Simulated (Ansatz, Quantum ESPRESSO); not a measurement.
**KBr (Fm-3m): Raman and infrared activity**

Aim: Raman and infrared lines of KBr (Fm-3m).

Calculated with Quantum ESPRESSO 8.0 development, patched; DFT LDA, scalar-relativistic, plane waves, PseudoDojo norm-conserving pseudopotentials.

**1. Starting point**

Symmetry: Fm-3m, No. 225, cubic system. The conventional cell has a = 6.600 Å, b = 6.600 Å, c = 6.600 Å, α = 90.00°, β = 90.00°, γ = 90.00°. Nearest to K lie 6 Br at 3.30 Å. Nearest to Br lie 6 K at 3.30 Å. Farther neighbours and most contacts between anions are not listed.

**2. A first look**

A cheap run with smearing and empty bands tells whether the crystal has a gap, which decides between fixed occupations and smearing later on.

The input, probe.in:

```
&CONTROL
  calculation = 'scf'
  prefix      = 'x'
  outdir      = './tmp'
  pseudo_dir  = './pseudo'
  tprnfor     = .true.
  tstress     = .true.
  verbosity   = 'high'
/
&SYSTEM
  ibrav       = 0
  nat         = 2
  ntyp        = 2
  ecutwfc     = 72.0
  occupations = 'smearing'
  smearing    = 'gaussian'
  degauss     = 0.01
/
&ELECTRONS
  conv_thr         = 1.0d-07
  mixing_beta      = 0.7
  electron_maxstep = 100
/
ATOMIC_SPECIES
 K      39.0983  K.upf
 Br     79.9040  Br.upf
CELL_PARAMETERS angstrom
    -3.300000000    0.000000000    3.300000000
     0.000000000    3.300000000    3.300000000
    -3.300000000    3.300000000    0.000000000
ATOMIC_POSITIONS crystal
 K      0.000000000   0.000000000   0.000000000
 Br     0.500000000   0.500000000   0.500000000
K_POINTS automatic
 6 6 6 0 0 0
```

Command:

```console
OMP_NUM_THREADS=1 mpirun -n 2 pw.x -nk 2 -in probe.in > probe.out
```

Log:

```text
[banners, grids, parts of the stress and lines that vanish by symmetry left out]
Program PWSCF v.8.0dev
     Message from routine setup:
     using ibrav=0 with symmetry is DISCOURAGED, use correct ibrav instead
[...]
kinetic-energy cutoff     =      72.0000  Ry
     charge density cutoff     =     288.0000  Ry
     scf convergence threshold =      1.0E-07
[...]
Exchange-correlation= SLA-PW-NOGX-NOGC
                           (   1   4   0   0   0   0   0)
[...]
48 Sym. Ops., with inversion, found
[...]
(     0          1          0      )
                  (     0          0          1      )
[...]
(  0.0000000  1.0000000  0.0000000 )
                  (  0.0000000  0.0000000  1.0000000 )
[...]
(     1          0         -1      )
                  (     0          0         -1      )
[...]
(     0          1         -1      )
                  (     0          1          0      )
[...]
( -1.0000000  0.0000000  0.0000000 )
                  (  0.0000000  1.0000000  0.0000000 )
[...]
number of k points=    16  Gaussian smearing, width (Ry)=  0.0100
[...]
c_bands:  1 eigenvalues not converged
[...]
End of self-consistent calculation
[...]
the Fermi energy is     2.0233 ev
!    total energy              =     -91.66357695 Ry
[...]
convergence has been achieved in   6 iterations
[...]
atom    1 type  1   force =     0.00000000    0.00000000    0.00000000
     atom    2 type  2   force =     0.00000000    0.00000000    0.00000000
[...]
Total force =     0.000000     Total SCF correction =     0.000000
[...]
total   stress  (Ry/bohr**3)                   (kbar)     P=      -16.57
[...]
XML data file, charge density, pseudopotentials, collected wavefunctions

   JOB DONE.
```

Run time: 7 s. Hardware: 2 MPI ranks of Intel Xeon Platinum 8375C at 2.90GHz (Ice Lake), shared host; 14 s of CPU time.

This step gave:

```yaml
volume_per_atom: 35.94 Å³
pressure: -1.657 GPa
gap_on_the_k_mesh: 4.031 eV
```

A gap of 4.0 eV opens on this mesh, so the crystal is taken as an insulator; the start stands at -1.7 GPa.

**3. Relaxing the cell and atoms**

The relaxation runs at a cutoff a fifth above that of the response, since stress converges more slowly with the basis than frequencies do. Forces and stress are brought to rest with tight thresholds.

The input, relax.in:

```
&CONTROL
  calculation   = 'vc-relax'
  prefix        = 'x'
  outdir        = './tmp'
  pseudo_dir    = './pseudo'
  tprnfor       = .true.
  tstress       = .true.
  forc_conv_thr = 2.0d-05
  etot_conv_thr = 1.0d-07
  nstep         = 40
/
&SYSTEM
  ibrav       = 0
  nat         = 2
  ntyp        = 2
  ecutwfc     = 86
  occupations = 'fixed'
  nbnd        = 10
/
&ELECTRONS
  conv_thr         = 1.0d-11
  mixing_beta      = 0.7
  electron_maxstep = 100
/
&IONS
/
&CELL
  press_conv_thr = 0.2
/
ATOMIC_SPECIES
 K      39.0983  K.upf
 Br     79.9040  Br.upf
CELL_PARAMETERS angstrom
    -3.300000000    0.000000000    3.300000000
     0.000000000    3.300000000    3.300000000
    -3.300000000    3.300000000    0.000000000
ATOMIC_POSITIONS crystal
 K      0.000000000   0.000000000   0.000000000
 Br     0.500000000   0.500000000   0.500000000
K_POINTS automatic
 6 6 6 0 0 0
```

Command:

```console
OMP_NUM_THREADS=1 mpirun -n 2 pw.x -nk 2 -in relax.in > relax.out
```

Log:

```text
[banners, grids, parts of the stress and lines that vanish by symmetry left out]
[banner, memory and clock lines left out]
Program PWSCF v.8.0dev

[...]
kinetic-energy cutoff     =      86.0000  Ry
     charge density cutoff     =     344.0000  Ry
     scf convergence threshold =      1.0E-11
[...]
energy convergence thresh.=      1.0E-07
     force convergence thresh. =      2.0E-05
     press convergence thresh. =      2.0E-01
     Exchange-correlation= SLA-PW-NOGX-NOGC
                           (   1   4   0   0   0   0   0)
[...]
48 Sym. Ops., with inversion, found
[...]
number of k points=    16
[...]
End of self-consistent calculation
[...]
highest occupied, lowest unoccupied level (ev):     0.8343    4.8662
!    total energy              =     -91.66359248 Ry
[...]
convergence has been achieved in  10 iterations
[...]
atom    1 type  1   force =     0.00000000    0.00000000   -0.00000000
     atom    2 type  2   force =     0.00000000    0.00000000    0.00000000
     Total force =     0.000000     Total SCF correction =     0.000000
[...]
total   stress  (Ry/bohr**3)                   (kbar)     P=      -16.57
[...]
number of bfgs steps    =   0
[...]
CELL_PARAMETERS (angstrom)
[...]
ATOMIC_POSITIONS (crystal)
K               -0.0000000000       -0.0000000000        0.0000000000
Br               0.5000000000        0.5000000000        0.5000000000
[...]
New effective cutoffs (rho, wfc):  345.83   86.46
[...]
End of self-consistent calculation
[...]
highest occupied, lowest unoccupied level (ev):     0.8922    4.9458
!    total energy              =     -91.66403900 Ry
[...]
convergence has been achieved in   7 iterations
[...]
atom    1 type  1   force =    -0.00000000   -0.00000000    0.00000000
     atom    2 type  2   force =    -0.00000000   -0.00000000    0.00000000
     Total force =     0.000000     Total SCF correction =     0.000000
[...]
total   stress  (Ry/bohr**3)                   (kbar)     P=      -15.58
[...]
number of bfgs steps    =   1
[...]
WARNING: bfgs curvature condition failed, Theta= 0.856
[...]
CELL_PARAMETERS (angstrom)
[...]
ATOMIC_POSITIONS (crystal)
K                0.0000000000       -0.0000000000       -0.0000000000
Br               0.5000000000        0.5000000000        0.5000000000
[...]
New effective cutoffs (rho, wfc):  348.78   87.20
[...]
End of self-consistent calculation
[...]
highest occupied, lowest unoccupied level (ev):     0.9807    5.0673
!    total energy              =     -91.66465108 Ry
[...]
convergence has been achieved in   8 iterations
[...]
atom    1 type  1   force =     0.00000000    0.00000000    0.00000000
     atom    2 type  2   force =     0.00000000    0.00000000    0.00000000
     Total force =     0.000000     Total SCF correction =     0.000000
[...]
total   stress  (Ry/bohr**3)                   (kbar)     P=      -13.99
[...]
number of bfgs steps    =   2
[...]
CELL_PARAMETERS (angstrom)
[...]
ATOMIC_POSITIONS (crystal)
[...]
New effective cutoffs (rho, wfc):  353.27   88.33
[...]
End of self-consistent calculation
[...]
convergence has been achieved in   7 iterations
[...]
atom    1 type  1   force =     0.00000000    0.00000000   -0.00000000
     atom    2 type  2   force =     0.00000000    0.00000000   -0.00000000
     Total force =     0.000000     Total SCF correction =     0.000000
[...]
total   stress  (Ry/bohr**3)                   (kbar)     P=       -6.86
[...]
number of bfgs steps    =   4
[...]
CELL_PARAMETERS (angstrom)
[...]
ATOMIC_POSITIONS (crystal)
[...]
New effective cutoffs (rho, wfc):  370.53   92.64
[...]
highest occupied, lowest unoccupied level (ev):     1.6571    5.9982
!    total energy              =     -91.66665306 Ry
[...]
convergence has been achieved in   7 iterations
[...]
atom    1 type  1   force =     0.00000000    0.00000000    0.00000000
     atom    2 type  2   force =     0.00000000    0.00000000    0.00000000
     Total force =     0.000000     Total SCF correction =     0.000000
[...]
total   stress  (Ry/bohr**3)                   (kbar)     P=        1.12
[...]
number of bfgs steps    =   5
[...]
CELL_PARAMETERS (angstrom)
[...]
ATOMIC_POSITIONS (crystal)
[...]
New effective cutoffs (rho, wfc):  369.08   92.28
[...]
highest occupied, lowest unoccupied level (ev):     1.6108    5.9344
!    total energy              =     -91.66666202 Ry
[...]
convergence has been achieved in   8 iterations
[...]
atom    1 type  1   force =     0.00000000    0.00000000   -0.00000000
     atom    2 type  2   force =     0.00000000    0.00000000   -0.00000000
     Total force =     0.000000     Total SCF correction =     0.000000
[...]
total   stress  (Ry/bohr**3)                   (kbar)     P=       -0.08
[...]
number of bfgs steps    =   6
[...]
CELL_PARAMETERS (angstrom)
[...]
ATOMIC_POSITIONS (crystal)
[...]
New effective cutoffs (rho, wfc):  369.18   92.30
[...]
End of self-consistent calculation
[...]
highest occupied, lowest unoccupied level (ev):     1.6140    5.9388
!    total energy              =     -91.66666208 Ry
[...]
convergence has been achieved in   5 iterations
[...]
atom    1 type  1   force =    -0.00000000   -0.00000000   -0.00000000
     atom    2 type  2   force =    -0.00000000   -0.00000000    0.00000000
     Total force =     0.000000     Total SCF correction =     0.000000
[...]
total   stress  (Ry/bohr**3)                   (kbar)     P=       -0.00
[...]
bfgs converged in   8 scf cycles and   7 bfgs steps
[...]
End of BFGS Geometry Optimization
     Final enthalpy           =     -91.6666620755 Ry
     File ./tmp/x.bfgs deleted, as requested
[...]
CELL_PARAMETERS (angstrom)
[...]
ATOMIC_POSITIONS (crystal)
K                0.0000000000       -0.0000000000       -0.0000000000
Br               0.5000000000        0.5000000000        0.5000000000
[...]
Final scf calculation at the relaxed structure.
[...]
kinetic-energy cutoff     =      86.0000  Ry
     charge density cutoff     =     344.0000  Ry
     scf convergence threshold =      1.0E-13
[...]
press convergence thresh. =      2.0E-01
     Exchange-correlation= SLA-PW-NOGX-NOGC
                           (   1   4   0   0   0   0   0)
[...]
48 Sym. Ops., with inversion, found
[...]
number of k points=    16
[...]
End of self-consistent calculation
[...]
highest occupied, lowest unoccupied level (ev):     1.6140    5.9388
!    total energy              =     -91.66665693 Ry
[...]
convergence has been achieved in  10 iterations
[...]
atom    1 type  1   force =     0.00000000    0.00000000    0.00000000
     atom    2 type  2   force =    -0.00000000   -0.00000000   -0.00000000
     Total force =     0.000000     Total SCF correction =     0.000000
[...]
total   stress  (Ry/bohr**3)                   (kbar)     P=       -0.00
[...]
XML data file, charge density, pseudopotentials, collected wavefunctions
```

The job ended after 59 s (2 MPI ranks).

Relaxation path:

| step | energy less that of the first step (eV) | largest force (eV/Å) | pressure (GPa) | volume (Å³) |
| --- | --- | --- | --- | --- |
| 1 | 0.0000 | 0.0000 | -1.66 | 71.87 |
| 2 | -0.0061 | 0.0000 | -1.56 | 71.27 |
| 3 | -0.0144 | 0.0000 | -1.40 | 70.37 |
| 4 | -0.0250 | 0.0000 | -1.14 | 69.03 |
| 5 | -0.0363 | 0.0000 | -0.69 | 67.05 |
| 6 | -0.0416 | 0.0000 | 0.11 | 64.26 |
| 7 | -0.0418 | 0.0000 | -0.01 | 64.64 |
| 8 | -0.0418 | 0.0000 | 0.00 | 64.61 |
| 9 | -0.0417 | 0.0000 | 0.00 | 64.61 |

| conventional cell, symmetrised | before | after | change |
| --- | --- | --- | --- |
| a (Å) | 6.600 | 6.370 | -3.5 % |
| b (Å) | 6.600 | 6.370 | -3.5 % |
| c (Å) | 6.600 | 6.370 | -3.5 % |
| volume (Å³/atom) | 35.94 | 32.31 | -10.1 % |

Final coordinates:

```
CELL_PARAMETERS angstrom
-3.18493 0.00000 3.18493
0.00000 3.18493 3.18493
-3.18493 3.18493 0.00000
ATOMIC_POSITIONS crystal
K 0.00000 0.00000 0.00000
Br 0.50000 0.50000 0.50000
```

The last row of the table of steps is pw.x's closing run on a basis chosen anew for the final cell, so its energy can jump.

Read from the output:

| Quantity | Value |
| --- | --- |
| volume per atom | 32.31 Å³ |
| pressure | 0 GPa |
| gap on the k-mesh | 4.325 eV |

The volume changes by -10.1 % from the cell with which this run began.

**4. Ground state**

Perturbation theory inherits every error of the wavefunctions, so the threshold is set near the limit of the arithmetic. With a gap, occupations are fixed, which also allows the response to an electric field.

The input, scf.in:

```
&CONTROL
  calculation = 'scf'
  prefix      = 'x'
  outdir      = './tmp'
  pseudo_dir  = './pseudo'
  tprnfor     = .true.
  tstress     = .true.
/
&SYSTEM
  ibrav       = 0
  nat         = 2
  ntyp        = 2
  ecutwfc     = 72.0
  occupations = 'fixed'
  nbnd        = 10
/
&ELECTRONS
  conv_thr         = 1.0d-12
  mixing_beta      = 0.7
  electron_maxstep = 100
/
ATOMIC_SPECIES
 K      39.0983  K.upf
 Br     79.9040  Br.upf
CELL_PARAMETERS angstrom
    -3.184931692    0.000000000    3.184931692
     0.000000000    3.184931692    3.184931692
    -3.184931692    3.184931692    0.000000000
ATOMIC_POSITIONS crystal
 K      0.000000000   0.000000000   0.000000000
 Br     0.500000000   0.500000000   0.500000000
K_POINTS automatic
 6 6 6 0 0 0
```

Command:

```console
OMP_NUM_THREADS=1 mpirun -n 2 pw.x -nk 2 -in scf.in > scf.out
```

Log:

```text
[banners, grids, parts of the stress and lines that vanish by symmetry left out]
[banner, memory and clock lines left out]
Program PWSCF v.8.0dev

[...]
kinetic-energy cutoff     =      72.0000  Ry
     charge density cutoff     =     288.0000  Ry
     scf convergence threshold =      1.0E-12
[...]
Exchange-correlation= SLA-PW-NOGX-NOGC
                           (   1   4   0   0   0   0   0)
[...]
48 Sym. Ops., with inversion, found
[...]
number of k points=    16
[...]
End of self-consistent calculation
[...]
highest occupied, lowest unoccupied level (ev):     1.6140    5.9388
!    total energy              =     -91.66664128 Ry
[...]
convergence has been achieved in  10 iterations
[...]
atom    1 type  1   force =     0.00000000    0.00000000    0.00000000
     atom    2 type  2   force =     0.00000000    0.00000000   -0.00000000
     Total force =     0.000000     Total SCF correction =     0.000000
[...]
total   stress  (Ry/bohr**3)                   (kbar)     P=       -0.04
[...]
XML data file, charge density, pseudopotentials, collected wavefunctions
```

It took 6.9 s on 2 MPI ranks.

Read from the output:

| Item | Value |
| --- | --- |
| pressure | -0.004 GPa |

The cell stands at -0.004 GPa, close enough for phonons.

(Part 1 of 3 ends here.)

[Host names and launcher messages were left out of these logs when they were recorded.]

[Logs are printed without paths, hosts, clocks, repeated set-up lines and the standing remarks that a program may print on its own settings, such as how far it seeks lower states.]

[Hosts, paths, dates, database ids (printed as entryN), source tags and the programs' standing remarks are cut or masked in the printed files.]
